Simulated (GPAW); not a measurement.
The O K edge of atom 5 in K3ClO (Pm), with 3 K at 2.57 Å, 2 K at 2.58 Å and 1 K at 2.59 Å (octahedral, site symmetry m), was computed in 3 ways: full core hole (charged cell), half core hole and no core hole. Program and functional: GPAW, LDA, Gaussian full width 0.9 eV up to 4 eV, rising linearly to 3.5 eV at 25 eV; cells of 5 and 10 atoms (the run without a hole in the smaller).

Each run is counted from its own lowest empty level or Fermi level and scaled to a mean of 1 over its first 20 eV.

| E (eV) | run 1 | run 2 | run 3 |
| --- | --- | --- | --- |
| -2.0 | 0.00 | 0.00 | 0.00 |
| -1.5 | 0.00 | 0.00 | 0.00 |
| -1.0 | 0.00 | 0.00 | 0.00 |
| -0.5 | 0.00 | 0.00 | 0.00 |
| 0.0 | 0.01 | 0.00 | 0.01 |
| 0.5 | 0.05 | 0.07 | 0.07 |
| 1.0 | 0.11 | 0.25 | 0.16 |
| 1.5 | 0.17 | 0.34 | 0.20 |
| 2.0 | 0.39 | 0.50 | 0.41 |
| 2.5 | 0.65 | 0.52 | 0.54 |
| 3.0 | 1.20 | 0.88 | 1.00 |
| 3.5 | 1.25 | 1.35 | 1.23 |
| 4.0 | 1.29 | 1.09 | 1.15 |
| 4.5 | 1.24 | 0.99 | 1.19 |
| 5.0 | 1.27 | 1.12 | 1.13 |
| 5.5 | 1.71 | 1.62 | 1.65 |
| 6.0 | 1.38 | 1.71 | 1.59 |
| 6.5 | 1.04 | 1.09 | 0.99 |
| 7.0 | 1.55 | 0.70 | 1.07 |
| 7.5 | 2.36 | 1.15 | 1.88 |
| 8.0 | 2.44 | 2.15 | 2.56 |
| 8.5 | 1.75 | 2.63 | 2.30 |
| 9.0 | 1.15 | 2.12 | 1.59 |
| 9.5 | 1.00 | 1.56 | 1.22 |
| 10.0 | 1.00 | 1.36 | 1.18 |
| 10.5 | 0.92 | 1.22 | 1.12 |
| 11.0 | 0.84 | 1.03 | 0.97 |
| 11.5 | 0.89 | 0.94 | 0.92 |
| 12.0 | 1.02 | 1.03 | 1.01 |
| 12.5 | 1.09 | 1.16 | 1.09 |
| 13.0 | 1.07 | 1.20 | 1.10 |
| 13.5 | 1.00 | 1.10 | 1.05 |
| 14.0 | 0.91 | 0.92 | 0.97 |
| 14.5 | 0.80 | 0.77 | 0.84 |
| 15.0 | 0.70 | 0.70 | 0.73 |
| 15.5 | 0.66 | 0.70 | 0.66 |
| 16.0 | 0.68 | 0.74 | 0.65 |
| 16.5 | 0.73 | 0.77 | 0.68 |
| 17.0 | 0.78 | 0.76 | 0.72 |
| 17.5 | 0.81 | 0.71 | 0.75 |
| 18.0 | 0.83 | 0.65 | 0.76 |
| 18.5 | 0.84 | 0.60 | 0.76 |
| 19.0 | 0.87 | 0.61 | 0.76 |
| 19.5 | 0.93 | 0.66 | 0.79 |
| 20.0 | 1.03 | 0.76 | 0.86 |
| 20.5 | 1.16 | 0.88 | 0.96 |
| 21.0 | 1.28 | 0.99 | 1.08 |
| 21.5 | 1.36 | 1.07 | 1.18 |
| 22.0 | 1.37 | 1.11 | 1.24 |
| 22.5 | 1.32 | 1.11 | 1.24 |
| 23.0 | 1.22 | 1.06 | 1.19 |
| 23.5 | 1.11 | 0.99 | 1.09 |
| 24.0 | 1.01 | 0.92 | 1.00 |
| 24.5 | 0.94 | 0.87 | 0.92 |
| 25.0 | 0.90 | 0.84 | 0.87 |
| 25.5 | 0.90 | 0.83 | 0.85 |
| 26.0 | 0.91 | 0.84 | 0.85 |
| 26.5 | 0.93 | 0.85 | 0.86 |
| 27.0 | 0.95 | 0.85 | 0.88 |
| 27.5 | 0.96 | 0.84 | 0.90 |
| 28.0 | 0.98 | 0.84 | 0.91 |
| 28.5 | 0.99 | 0.83 | 0.92 |
| 29.0 | 1.00 | 0.83 | 0.93 |
| 29.5 | 1.01 | 0.84 | 0.93 |
| 30.0 | 1.01 | 0.86 | 0.93 |
| 30.5 | 1.01 | 0.88 | 0.94 |

**Question.** Which run is which?

Run 1: full core hole (charged cell) (area from −2 to 6 eV 5.0, main maxima 3.3 eV (1.33), 4.2 eV (1.35), 5.6 eV (1.71), 7.8 eV (2.53) and 21.9 eV (1.38)). Run 2: no core hole (area from −2 to 6 eV 4.8, main maxima 3.5 eV (1.35), 5.8 eV (1.77), 8.5 eV (2.63) and 12.9 eV (1.20)). Run 3: half core hole (area from −2 to 6 eV 4.8, main maxima 3.4 eV (1.25), 5.7 eV (1.75), 8.1 eV (2.58) and 22.3 eV (1.25)). With each curve scaled to its own mean, the area from −2 to 6 eV with the hole is 5.0 against 4.8, and the centre of weight from −1 to 20 eV moves by +0.1 eV (first and strongest maxima below 20 eV: 3.5 eV (1.35), 5.8 eV (1.77) and 8.5 eV (2.63) without the hole, 3.3 eV (1.33), 4.2 eV (1.35), 5.6 eV (1.71) and 7.8 eV (2.53) with it); the shape changes all the same, by 31 % r.m.s.

[Hosts, paths, dates, database ids (printed as entryN), source tags and the programs' standing remarks are cut or masked in the printed files.]

[Lists of maxima count a maximum above −3 eV only where it reaches 4 % of the highest in the window and stands out from its surroundings by 2 % of it (1.5 % where it reaches 55 %); shoulders and weaker maxima are passed over, and of the rest the first, up to two pre-edge ones and the few strongest are named.]
